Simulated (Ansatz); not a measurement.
# NaF (Villiaumite): how G0W0 depends on its starting point

Aim: G0W0 for NaF (Villiaumite) on several starting functionals, at one mesh, band count and screening cutoff.

Main program and level: Ansatz 0.2.0; G0W0 on several functionals, plane waves, PAW.

Report form: the programs' logs are mostly left out.

The database entry behind the starting cell differs from later determinations by our own check (0.1 to 0.3 % short, probably kX units), so it need not match the best structure at ambient conditions.

In doubt: masses and optical values from hybrid runs of this build are listed as unsure (steps 3, 4), which bears on the screening that GW takes from such a start.

### Step 1. The structure

The structure is cubic, space group Fm-3m (No. 225). Conventional cell: a = 4.620 Å, b = 4.620 Å, c = 4.620 Å, α = 90.00°, β = 90.00°, γ = 90.00°. Nearest to Na lie 6 F at 2.31 Å. F has 6 Na at 2.31 Å nearest. Farther neighbours and most contacts between anions are not listed.

The cell and positions come from the Crystallography Open Database and are kept as given unless a step says otherwise.

### Step 2. G0W0 on PBE

G0W0 replaces the xc potential by the self-energy, built once from these orbitals. Only a window of levels is corrected, while the sums run over the empty bands that the input names. This step takes PAW set soft_1 files.

This step: G0W0 on PBE, plane waves, PAW; PAW set soft_1.

Contents of input.yaml:

```yaml
crystal:
  lattice:
    - [0.0, 2.31, 2.31]
    - [2.31, 0.0, 2.31]
    - [2.31, 2.31, 0.0]
  atoms:
    - { symbol: Na, position: [0.0, 0.0, 0.0] }
    - { symbol: F, position: [0.5, 0.5, 0.5] }
kpoints:
  mp_grid: { grid: [6, 6, 6] }
hamiltonian:
  xc: pbe
  pseudopotentials: { kind: paw, azcp: { folder: soft_1 } }
scf:
  occupations: { method: fixed }
gw:
  n_empty_bands: 73
  ecut_chi: 120
  qp_bands: [v2, c2]
  qp_kpoints: band_edges
  screening: { model: contour_deformation }
```

Launch:

```bash
$ ansatz run input.yaml --threads 24 --pin off --max-ram 82944MiB --backend cuda --events-out ev --progress --plain --runs-dir out --devices 1 --max-vram 78GiB
```

Run time: 2.4 s. Hardware: 1 × NVIDIA GB200 (shared by 2 runs) with 24 threads of Arm Neoverse V2, shared host; peak memory 1 GiB.

This step gave:

```
bands summed                                 : 81
RPA ε∞ on this mesh (eigenvalues)            : 1.807, 1.807, 1.807
plane waves in the screening matrix          : 65
q-points in the mesh                         : 216
G0W0 gap on the mesh                         : 10.42 eV
k of the valence top                         : 0, 0, 0
k of the conduction bottom                   : 0, 0, 0
starting gap on the mesh                     : 6.365 eV
Z at the valence top                         : 0.8042
Z at the conduction bottom                   : 0.8970
least direct G0W0 gap on the computed points : 10.42 eV
```

The gap on the mesh goes from 6.36 eV to 10.42 eV, a correction of +4.06 eV. Between the two edge states, bare exchange in place of the xc potential would open the gap by 12.12 eV, and correlation takes back 8.06 eV.

### Step 3. G0W0 on HSE06

One-shot GW remembers its start. Another functional's orbitals and levels show by how much.

This step: G0W0 on HSE06, plane waves, PAW; PAW set soft_1.

input.yaml, as its differences from that of step 2:

```diff
@@ -11,3 +11,3 @@
 hamiltonian:
-  xc: pbe
+  xc: hse06
   pseudopotentials: { kind: paw, azcp: { folder: soft_1 } }
```

Run time: 5.7 s. Hardware: 1 × NVIDIA GB200 (shared by 2 runs) with 24 threads; peak memory 1.2 GiB.

This step gave:

```
bands summed                                 : 81
RPA ε∞ on this mesh (eigenvalues)            : 1.647, 1.647, 1.647
plane waves in the screening matrix          : 65
q-points in the mesh                         : 216
G0W0 gap on the mesh                         : 11.46 eV
k of the valence top                         : 0, 0, 0
k of the conduction bottom                   : 0, 0, 0
starting gap on the mesh                     : 8.535 eV
Z at the valence top                         : 0.8390
Z at the conduction bottom                   : 0.9175
least direct G0W0 gap on the computed points : 11.46 eV
```

Against the run with 6×6×6 mesh, 73 empty bands, screening to 120 eV, PAW set soft_1 files on PBE, the gap moves by +1.04 eV, while the start moved by +2.17 eV.

### Step 4. G0W0 on PBE0

This step: G0W0 on PBE0, plane waves, PAW; PAW set soft_1.

input.yaml, as its differences from that of step 3:

```diff
@@ -11,3 +11,3 @@
 hamiltonian:
-  xc: hse06
+  xc: pbe0
   pseudopotentials: { kind: paw, azcp: { folder: soft_1 } }
```

Elapsed: 4.9 s, on 1 × NVIDIA GB200 (shared by 2 runs) with 24 threads; peak memory 1.2 GiB; 20 s of CPU time.

This step gave:

```yaml
bands_summed: 81
rpa_eps_infinity_on_this_mesh_eigenvalues: 1.622, 1.622, 1.622
plane_waves_in_the_screening_matrix: 65
g0w0_gap_on_the_mesh: 11.69 eV
k_of_the_valence_top: 0, 0, 0
k_of_the_conduction_bottom: 0, 0, 0
starting_gap_on_the_mesh: 9.304 eV
least_direct_g0w0_gap_on_the_computed_points: 11.69 eV
```

Against the run with 6×6×6 mesh, 73 empty bands, screening to 120 eV, PAW set soft_1 files on HSE06, the gap moves by +0.22 eV, while the start moved by +0.77 eV.

### Step 5. Side by side

All on the 6×6×6 mesh with 73 empty bands and screening to 120 eV. Times are wall times on 1 × NVIDIA GB200 (shared by 2 runs) with 24 threads of Arm Neoverse V2, shared host, good to a factor of about two.

```
start  starting gap (eV)  shift (eV)  G0W0 gap (eV)  RPA ε∞ (harmonic mean)  Z (valence, conduction)   time
  PBE               6.36       +4.06          10.42                    1.81               0.80, 0.90  2.4 s
HSE06               8.53       +2.93          11.46                    1.65               0.84, 0.92  5.7 s
 PBE0               9.30       +2.38          11.69                    1.62               0.85, 0.92  4.9 s
```

How the two edges are built up, in eV (the quasiparticle level is the starting level plus Σx plus Σc less Vxc):

```
  run               edge  start      Σx     Σc     Vxc     Z     QP
  PBE        valence top   0.98  -31.48   5.24  -23.63  0.80  -1.62
  PBE  conduction bottom   7.35   -5.98  -2.82  -10.25  0.90   8.80
HSE06        valence top  -0.71  -31.50   4.45  -25.45  0.84  -2.30
HSE06  conduction bottom   7.83   -5.63  -2.57   -9.53  0.92   9.16
 PBE0        valence top  -1.12  -31.50   4.30  -25.86  0.85  -2.45
 PBE0  conduction bottom   8.18   -5.63  -2.50   -9.18  0.92   9.23
```

For a hybrid start, Vxc holds its share of exact exchange.

### Step 6. Results

```json
{"G0W0@PBE": "10.42 eV (start 6.36 eV)", "G0W0@HSE06": "11.46 eV (start 8.53 eV)", "G0W0@PBE0": "11.69 eV (start 9.30 eV)", "known limits": "not at the basis limit"}
```

What this shows: The starting gaps span 2.94 eV and the G0W0 gaps 1.26 eV. Between PBE and PBE0, 1.26 eV of the 2.94 eV survives, 43 %. PBE0 screens less than PBE (ε∞ 1.62 against 1.81). Of the 1.26 eV by which its G0W0 gap is higher, the correlation part gives +1.26 eV, and exchange with the one-particle terms, which follow the orbitals, +0.004 eV. The smallest correction, +2.38 eV, is on PBE0, the start nearest to reproducing itself. Bands and cutoff are finite, so the gap is not at the basis limit. The miss can reach some tenths of an eV and take either sign; the mesh is an error of its own.

[Paths, hosts, dates, memory and timing lines, banners, echoed tables and standing remarks are left out of the program output.]

[Logs are printed without paths, hosts, clocks, repeated set-up lines and the standing remarks that a program may print on its own settings, such as how far it seeks lower states.]

[Runs of the session that timed out or met a known fault of the program may be left out.]

[Cells called generated may have been cut or substituted from an entry of the Crystallography Open Database or the Materials Project.]

[Hosts, paths, dates, database ids (printed as entryN), source tags and the programs' standing remarks are cut or masked in the printed files.]
